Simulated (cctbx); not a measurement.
# Reading a Patterson map

Space group I4/mmm (no. 139), a = 5.6430 Å, b = 5.6430 Å, c = 22.1210 Å, α = 90.00°, β = 90.00°, γ = 90.00°, content Pb4 I12 Zn2.

Simulated single-crystal data (cctbx): synchrotron X-rays, λ = 0.6889 Å, to d = 0.75 Å, 70 % of the full sphere, strongest reflection 5000 counts, noise from counting, a 1.5 % proportional error and a noise floor of 8 counts (s.d.); no absorption.

Patterson synthesis from sharpened amplitudes, origin scaled to 1000:

```text
Patterson group I 4/m m m
      u       v       w   height  length (A)
  0.000   0.000   0.000   1000.0     0.00
  0.000   0.000   0.246    407.3     5.43
  0.000   0.500   0.135    319.3     4.10
  0.000   0.000   0.500    303.0    11.06
  0.000   0.000   0.304    244.3     6.73
  0.000   0.000   0.349    141.1     7.72
  0.000   0.000   0.123     92.8     2.72
  0.000   0.500   0.250     89.3     6.21
  0.000   0.500   0.000     80.1     2.82
  0.000   0.191   0.000     38.7     1.08
  0.000   0.092   0.044     38.4     1.10
  0.122   0.122   0.022     33.6     1.09
  0.000   0.318   0.375     32.7     8.49
  0.088   0.088   0.037     30.8     1.07
```

**Question.** Which atom pairs make the peaks, and where is the heaviest atom?

A peak at u stands for all pairs with xi − xj = u, with weight Σ ZiZj against Σ Z² = 62404 at the origin. Peak heights follow these weights only roughly, since form factors, motion and series ripples differ, all vectors within 0.55 Å of a peak are counted as merged into it though the farther ones add only part of their weight, and F(000) is left out, which lowers the whole map:

| u | v | w | shortest length (Å) | height | 1000 ΣZiZj/ΣZ² | pairs in the cell |
| --- | --- | --- | --- | --- | --- | --- |
| 0.000 | 0.000 | 0.246 | 5.44 | 407 | 729 | 10 × I–I, 4 × Pb–I |
| 0.000 | 0.500 | 0.135 | 4.11 | 319 | 639 | 8 × I–I, 4 × Pb–I |
| 0.000 | 0.000 | 0.500 | 3.99 | 303 | 360 | 8 × I–I |
| 0.000 | 0.000 | 0.304 | 5.89 | 244 | 215 | 2 × Pb–Pb |
| 0.000 | 0.000 | 0.349 | 5.20 | 141 | 158 | 4 × Pb–Zn |
| 0.000 | 0.000 | 0.123 | 2.72 | 93 | 102 | 4 × I–Zn |
| 0.000 | 0.500 | 0.250 | 6.21 | 89 | 102 | 4 × I–Zn |
| 0.000 | 0.500 | 0.000 | 2.82 | 80 | 102 | 4 × I–Zn |

The table stops at ten peaks or at a height of 45, below which ripples compete. In the model behind the data Pb, the heaviest element, has 1 independent site: (0, 0, 0.1526), up to an allowed shift of origin; the Pb–Pb vectors are differences of these positions and their symmetry mates. The whole model:

```
atom  mult.    x    y       z  Ueq (Å²)
 Pb1      4    0    0  0.1526    0.0066
  I1      4  1/2    0       0    0.0083
  I2      4    0  1/2     1/4    0.0067
  I3      4    0    0  0.3759    0.0081
 Zn1      2  1/2  1/2       0    0.0082
```

This is a model crystal, built by substitution and not relaxed, with assumed displacement parameters.

[Logs are printed without paths, hosts, clocks, repeated set-up lines and the standing remarks that a program may print on its own settings, such as how far it seeks lower states.]
